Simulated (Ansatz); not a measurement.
## Phonons of SrCd (Pm-3m) against volume

Aim: how the phonons of SrCd (Pm-3m) shift with volume, and the thermal expansion that follows.

Program: Ansatz 0.2.0. Level of theory: DFT PBEsol, scalar-relativistic, plane waves, PAW; PAW set soft_1. Results are calculated unless marked as measured.

Most raw output is cut from this account.

### 1. The structure

Symmetry: Pm-3m, No. 221, cubic system. The conventional cell has a = 3.976 Å, b = 3.976 Å, c = 3.976 Å, α = 90.00°, β = 90.00°, γ = 90.00°. Nearest to Sr lie 8 Cd at 3.44 Å. Nearest to Cd lie 8 Sr at 3.44 Å. Farther neighbours are not listed.

### 2. The dispersion

The cell comes from relaxations at this level that are not shown. Stability and thermal properties need the whole zone. Linear response on a 4×4×4 q mesh gives force constants as far as a supercell of that size would.

The input, input.yaml:

```yaml
crystal:
  lattice:
    - [3.9757347763, 0.0, 0.0]
    - [0.0, 3.9757347763, 0.0]
    - [0.0, 0.0, 3.9757347763]
  atoms:
    - { symbol: Sr, position: [0.5, 0.5, 0.5] }
    - { symbol: Cd, position: [0.0, 0.0, 0.0] }
kpoints:
  mp_grid: { grid: [12, 12, 12] }
hamiltonian:
  xc: pbesol
  pseudopotentials: { kind: paw, azcp: { folder: soft_1 }, xc_functional: pbe }
scf:
  occupations: { method: methfessel_paxton, width: 0.2 }
output:
  eigenvalues: true
phonons:
  method: dfpt
  qmesh: [4, 4, 4]
  temperatures: { t_max: 1000, t_step: 50 }
  qpath:
    path:
      - [[0.0, 0.0, 0.0], [0.0, 0.5, 0.0], [0.5, 0.5, 0.0], [0.0, 0.0, 0.0], [0.5, 0.5, 0.5], [0.0, 0.5, 0.0]]
      - [[0.5, 0.5, 0.5], [0.5, 0.5, 0.0]]
    npoints: 10
```

The run is started by

```console
$ ansatz run input.yaml --threads 4 --pin off --max-ram 10240MiB --backend cpu --events-out ev --progress --plain --runs-dir out
```

Wall time 8.6 min (4 threads of Arm Neoverse V2, shared host); peak memory 2.6 GiB; 34 min of CPU time.

Numbers from this step:

```
volume per atom                                         : 31.42 Å³
gap on the k-mesh                                       : 0 eV
sum-rule residual before enforcement                    : 2.10e-4 eV/Å²
lowest frequency on the path                            : 0 cm⁻¹
point group                                             : m-3m
highest frequency on the path or at a solved wavevector : 118.7 cm⁻¹
mean frequency                                          : 78.2 cm⁻¹
Debye temperature (second moment)                       : 154 K
logarithmic mean frequency                              : 72.6 cm⁻¹
highest optical mode at the zone centre (no LO-TO term) : 106.0 cm⁻¹
lowest optical zone-centre mode                         : 106.0 cm⁻¹
lowest mode on the q mesh (acoustic modes at Γ apart)   : 32.22 cm⁻¹
zero-point energy per atom                              : 14.55 meV
heat capacity at 300 K                                  : 24.61 J/(mol atoms K)
vibrational entropy at 300 K                            : 51.43 J/(mol atoms K)
```

Frequencies (cm⁻¹) solved at each irreducible wavevector; negative means imaginary. Frequencies by wavevector, by row:

```
q in reciprocal lattice units  star  mode 1  mode 2  mode 3  mode 4  mode 5  mode 6
                        0 0 0     1       0       0       0     106     106     106
                     0 0 0.25     6      43      43    50.9    99.2    99.2   106.1
                     0 0 -0.5     3    60.1    73.5    73.5    82.5    82.5   109.3
                  0 0.25 0.25    12    32.2    55.5      68      93    99.5     111
                  0 0.25 -0.5    12      40    56.3    74.2    78.1   106.6   114.7
                  0 -0.5 -0.5     3      33      33    73.4    74.2   118.7   118.7
               0.25 0.25 0.25     8      52      52    62.4    98.7   106.9   106.9
               0.25 0.25 -0.5    12    38.6    56.6    68.5   102.1   102.5   114.9
               0.25 -0.5 -0.5     6      46      46    66.1    96.9   117.9   117.9
               -0.5 -0.5 -0.5     1    54.9    54.9    54.9   117.8   117.8   117.8
```

Symmetry leaves 10 wavevectors to solve. The lowest mode among them, the acoustic zeros apart, lies at q = (0, 0.25, 0.25) and is real, 32.2 cm⁻¹.

### 3. Relaxing at another volume, volume ratio 0.97

The volume is scaled by 0.97 and held; symmetry leaves nothing to relax, so this is a single point. The modes can then be followed against volume.

input.yaml, the sections that differ from step 2:

```yaml
crystal:
  lattice:
    - [3.9355730933, 0.0, 0.0]
    - [0.0, 3.9355730933, 0.0]
    - [0.0, 0.0, 3.9355730933]
  atoms:
    - { symbol: Sr, position: [0.5, 0.5, 0.5] }
    - { symbol: Cd, position: [0.0, 0.0, 0.0] }
output:
  forces: true
  stress: true
  eigenvalues: true
# kpoints, hamiltonian, scf: as in step 2
# phonons: removed
```

The job ended after 1.7 s (4 threads; peak memory 0.38 GiB; 6.1 s of CPU time).

This step gave:

```yaml
pressure: 0.9028 GPa
volume_per_atom: 30.48 Å³
```

The run ends at a pressure of 0.90 GPa.

### 4. Phonons at the other volume, volume ratio 0.97

The phonons are repeated at this volume on the same k and q meshes.

input.yaml, as its differences from that of step 3:

```diff
@@ -16,4 +16,11 @@
 output:
-  forces: true
-  stress: true
   eigenvalues: true
+phonons:
+  method: dfpt
+  qmesh: [4, 4, 4]
+  temperatures: { t_max: 1000, t_step: 50 }
+  qpath:
+    path:
+      - [[0.0, 0.0, 0.0], [0.0, 0.5, 0.0], [0.5, 0.5, 0.0], [0.0, 0.0, 0.0], [0.5, 0.5, 0.5], [0.0, 0.5, 0.0]]
+      - [[0.5, 0.5, 0.5], [0.5, 0.5, 0.0]]
+    npoints: 10
```

The job ended after 8.6 min (4 threads; peak memory 2.5 GiB).

This step gave:

| Property | Result |
| --- | --- |
| sum-rule residual before enforcement | 3.15e-5 eV/Å² |
| highest frequency on the path or at a solved wavevector | 124.4 cm⁻¹ |
| mean frequency | 82 cm⁻¹ |
| Debye temperature (second moment) | 162 K |
| logarithmic mean frequency | 75.8 cm⁻¹ |
| highest optical mode at the zone centre (no LO-TO term) | 111.8 cm⁻¹ |
| lowest optical zone-centre mode | 111.8 cm⁻¹ |
| lowest mode on the q mesh (acoustic modes at Γ apart) | 32.19 cm⁻¹ |
| zero-point energy per atom | 15.24 meV |
| heat capacity at 300 K | 24.58 J/(mol atoms K) |
| vibrational entropy at 300 K | 50.36 J/(mol atoms K) |

Frequencies (cm⁻¹) solved at each irreducible wavevector; negative means imaginary. Frequencies by wavevector, by row:

```
q in reciprocal lattice units  star  mode 1  mode 2  mode 3  mode 4  mode 5  mode 6
                        0 0 0     1       0       0       0   111.8   111.8   111.8
                     0 0 0.25     6      45      45    53.4   104.6   104.6   111.8
                     0 0 -0.5     3    63.4    77.4    77.4    86.7    86.7   114.5
                  0 0.25 0.25    12    32.2    58.3    71.7    97.8   104.2   117.2
                  0 0.25 -0.5    12    40.8    58.2      78    82.1   112.1   120.5
                  0 -0.5 -0.5     3    32.2    32.2    77.4    78.3   124.4   124.4
               0.25 0.25 0.25     8      54      54    64.8     104   112.4   112.4
               0.25 0.25 -0.5    12    39.6    58.7    72.5   106.4     108   120.6
               0.25 -0.5 -0.5     6    47.8    47.8    70.2   100.9   123.1   123.1
               -0.5 -0.5 -0.5     1    58.4    58.4    58.4   122.3   122.3   122.3
```

The highest optical mode at the zone centre (no LO-TO term) is 111.8 cm⁻¹, +5.8 cm⁻¹ against the base run.

### 5. Relaxing at another volume, volume ratio 1.03

The volume is scaled by 1.03 and held; symmetry leaves nothing to relax, so this is a single point. The modes can then be followed against volume.

input.yaml, the sections that differ from step 4:

```yaml
crystal:
  lattice:
    - [4.0151010471, 0.0, 0.0]
    - [0.0, 4.0151010471, 0.0]
    - [0.0, 0.0, 4.0151010471]
  atoms:
    - { symbol: Sr, position: [0.5, 0.5, 0.5] }
    - { symbol: Cd, position: [0.0, 0.0, 0.0] }
output:
  forces: true
  stress: true
  eigenvalues: true
# kpoints, hamiltonian, scf: as in step 4
# phonons: removed
```

Elapsed: 1.7 s, on 4 threads; peak memory 0.38 GiB.

This step gave:

```
pressure        : -0.7698 GPa
volume per atom : 32.36 Å³
```

The run ends at a pressure of -0.77 GPa.

### 6. Phonons at the other volume, volume ratio 1.03

input.yaml, as its differences from that of step 5:

```diff
@@ -16,4 +16,11 @@
 output:
-  forces: true
-  stress: true
   eigenvalues: true
+phonons:
+  method: dfpt
+  qmesh: [4, 4, 4]
+  temperatures: { t_max: 1000, t_step: 50 }
+  qpath:
+    path:
+      - [[0.0, 0.0, 0.0], [0.0, 0.5, 0.0], [0.5, 0.5, 0.0], [0.0, 0.0, 0.0], [0.5, 0.5, 0.5], [0.0, 0.5, 0.0]]
+      - [[0.5, 0.5, 0.5], [0.5, 0.5, 0.0]]
+    npoints: 10
```

It took 8.7 min on 4 threads; peak memory 2.6 GiB; 34 min of CPU time.

This step gave:

* sum-rule residual before enforcement: 8.05e-5 eV/Å²
* highest frequency on the path or at a solved wavevector: 113.4 cm⁻¹
* mean frequency: 74.7 cm⁻¹
* Debye temperature (second moment): 147 K
* logarithmic mean frequency: 69.4 cm⁻¹
* highest optical mode at the zone centre (no LO-TO term): 100.5 cm⁻¹
* lowest optical zone-centre mode: 100.5 cm⁻¹
* lowest mode on the q mesh (acoustic modes at Γ apart): 32.15 cm⁻¹
* zero-point energy per atom: 13.89 meV
* heat capacity at 300 K: 24.64 J/(mol atoms K)
* vibrational entropy at 300 K: 52.52 J/(mol atoms K)

The highest optical mode at the zone centre (no LO-TO term) is 100.5 cm⁻¹, -5.5 cm⁻¹ against the base run.

### 7. Grüneisen parameters

The Grüneisen parameter of a mode is minus the logarithmic change of its frequency with volume, −d ln ω / d ln V; weighted by heat capacity it gives the expansion.

Numbers from this step:

* bulk modulus: 27.9 GPa

The phonon branches at the labelled points (cm⁻¹):

```
    point  branch 1  branch 2  branch 3  branch 4  branch 5  branch 6
        Γ         0         0         0       106       106       106
  halfway        43        43        51        99        99       106
        X        60        74        74        82        82       109
  halfway        40        56        74        78       107       115
        M        33        33        73        74       119       119
  halfway        32        56        68        93       100       111
        Γ         0         0         0       106       106       106
  halfway        52        52        62        99       107       107
        R        55        55        55       118       118       118
  halfway        39        57        68       102       102       115
        X        60        74        74        82        82       109
jump to R        55        55        55       118       118       118
  halfway        46        46        66        97       118       118
        M        33        33        73        74       119       119
```

The same for volume x 0.97:

```
point  branch 1  branch 2  branch 3  branch 4  branch 5  branch 6
    Γ         0         0         0       112       112       112
    X        63        77        77        87        87       114
    M        32        32        77        78       124       124
    Γ         0         0         0       112       112       112
    R        58        58        58       122       122       122
    X        63        77        77        87        87       114
    R        58        58        58       122       122       122
    M        32        32        77        78       124       124
```

The same for volume x 1.03:

```
point  branch 1  branch 2  branch 3  branch 4  branch 5  branch 6
    Γ         0         0         0       100       100       100
    X        57        70        70        78        78       104
    M        33        33        70        70       113       113
    Γ         0         0         0       100       100       100
    R        52        52        52       113       113       113
    X        57        70        70        78        78       104
    R        52        52        52       113       113       113
    M        33        33        70        70       113       113
```

Mode Grueneisen parameter -dln(w)/dln(V), modes matched by rank; at Γ the acoustic branches take the value of a neighbouring point of the path. Mode grüneisen parameters along the path, in :

```
    point  branch 1  branch 2  branch 3  branch 4  branch 5  branch 6
        Γ      1.50      1.50      1.63      1.78      1.78      1.78
  halfway      1.55      1.55      1.60      1.76      1.76      1.74
        X      1.77      1.72      1.72      1.68      1.68      1.54
  halfway      0.67      1.16      1.68      1.66      1.67      1.64
        M     -0.61     -0.61      1.75      1.77      1.56      1.56
  halfway      0.05      1.62      1.76      1.72      1.54      1.80
        Γ      0.61      1.46      1.68      1.78      1.78      1.78
  halfway      1.31      1.31      1.28      1.76      1.67      1.67
        R      2.06      2.06      2.06      1.26      1.26      1.26
  halfway      0.86      1.27      1.90      1.49      1.64      1.61
        X      1.77      1.72      1.72      1.68      1.68      1.54
jump to R      2.06      2.06      2.06      1.26      1.26      1.26
  halfway      1.30      1.30      2.02      1.36      1.43      1.43
        M     -0.61     -0.61      1.75      1.77      1.56      1.56
```

(dS/dlnV)/C_V. Table of thermodynamic Grueneisen parameter by temperature:

```
temperature (K)  thermodynamic Grueneisen parameter
             50                                1.40
            100                                1.45
            150                                1.46
            200                                1.46
            250                                1.46
            300                                1.46
            350                                1.46
            400                                1.46
            450                                1.46
            500                                1.46
            550                                1.46
            600                                1.46
            650                                1.46
            700                                1.46
            750                                1.46
            800                                1.46
            850                                1.46
            900                                1.46
            950                                1.46
           1000                                1.46
```

Gamma C_V/(B V) at the static volume. The volume expansion by temperature:

```
temperature (K)  volume expansion (1e-6/K)
             50                       43.8
            100                       61.0
            150                       65.3
            200                       66.9
            250                       67.7
            300                       68.1
            350                       68.4
            400                       68.5
            450                       68.7
            500                       68.8
            550                       68.8
            600                       68.9
            650                       68.9
            700                       68.9
            750                       68.9
            800                       69.0
            850                       69.0
            900                       69.0
            950                       69.0
           1000                       69.0
```

### 8. Results

```yaml
bulk_modulus: 27.9 GPa
thermodynamic_grueneisen_parameter_at_300_k: 1.461
volume_expansion_at_300_k_estimated: 68.14 × 10⁻⁶ K⁻¹
```

**Reading.** By this estimate the volume grows by 68.1 × 10⁻⁶ per kelvin at 300 K. The highest optical mode at Γ goes from 112 to 100 cm⁻¹ as the cell grows, a Grüneisen parameter of 1.78. Mode parameters on the path run from -0.61 to 2.1, with a median of 1.6. Modes with negative values stiffen as the cell grows and pull against the expansion. Branches are matched by rank, so values near crossings are rough. The expansion is the Grüneisen estimate at the static volume, with the static bulk modulus. With no gap, or one that is small against the smearing, the frequencies hang on the k mesh and the smearing, most of all near Kohn anomalies. The PAW files were made for PBE and serve the other functionals too.

[Logs are printed without paths, hosts, clocks, repeated set-up lines and the standing remarks that a program may print on its own settings, such as how far it seeks lower states.]

[Hosts, paths, dates, database ids (printed as entryN), source tags and the programs' standing remarks are cut or masked in the printed files.]
